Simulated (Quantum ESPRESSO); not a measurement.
## CoO: energy over the lowest, ferro + against volume, fitted and tested on a withheld row

System: CoO, 1 Co and 1 O in the cell, space group Fm-3m. From the study “How volume moves the moments of CoO”.

Method: PBE with U = 3.5 eV on Co d; plane waves with GBRV 1.5 PBE potentials (Quantum ESPRESSO 7.5). Settings shared by all rows: cutoff 544.23 eV, fermi-dirac occupations, smearing width 0.05 eV. Degenerate orbitals of a corrected shell are partly filled. Whether a state of lower symmetry lies under this one was not tested; under a U it often does.

Results; the value marked ? is withheld:

```csv
volume (factor),"energy over the lowest, ferro + (meV an atom)"
0.91,87.13
0.94,51.52
0.97,29.70
1,19.86
1.03,20.42
1.06,?
1.09,46.77
```

What energy over the lowest, ferro + should the row at volume = 1.06 factor hold? Fit a suitable law to the other rows.

**Law.** Energy against volume follows the Birch–Murnaghan form, which is a polynomial in the Eulerian strain: third order, a cubic in t = (V/1)^(−2/3) − 1. In symbols, E = c0 + c1 t + c2 t² + c3 t³, with energy over the lowest, ferro + in meV an atom.

**Fit.** Least squares on 6 rows gives c0 = 19.9001, c1 = 220.653, c2 = 12571 and c3 = -48.6854.

```csv
volume (factor),t,computed,fit,computed − fit
0.91,0.064892,87.13,87.142,-0.012
0.94,0.042113,51.52,51.483,0.037
0.97,0.020514,29.70,29.716,-0.016
1,0,19.86,19.900,-0.040
1.03,-0.019513,20.42,20.381,0.039
1.09,-0.055833,46.77,46.776,-0.006
```

The slope vanishes at t = -0.008776, so the minimum lies at V = 1 × (1 + t)^(−3/2) = 1.013. That is the minimum of this magnetic state alone.

**Prediction.** At volume = 1.06 factor, t = -0.038101, so the law predicts 29.745 meV an atom. The computed value is 29.84 meV an atom, 0.095 above the prediction. The row lies between fitted rows, so this is an interpolation. The miss is 3.3 times the rms residual of the fit, 0.029.

[Logs and program files are shortened in this print: banners, set-up blocks, solver, clock and traceback lines can be left out without a mark of their own.]

[Logs are printed without paths, hosts, clocks, repeated set-up lines and the standing remarks that a program may print on its own settings, such as how far it seeks lower states.]

[Hosts, paths, dates, database ids (printed as entryN), source tags and the programs' standing remarks are cut or masked in the printed files.]

[Where a cell is said to come from a database of computed structures, the database is the Materials Project.]
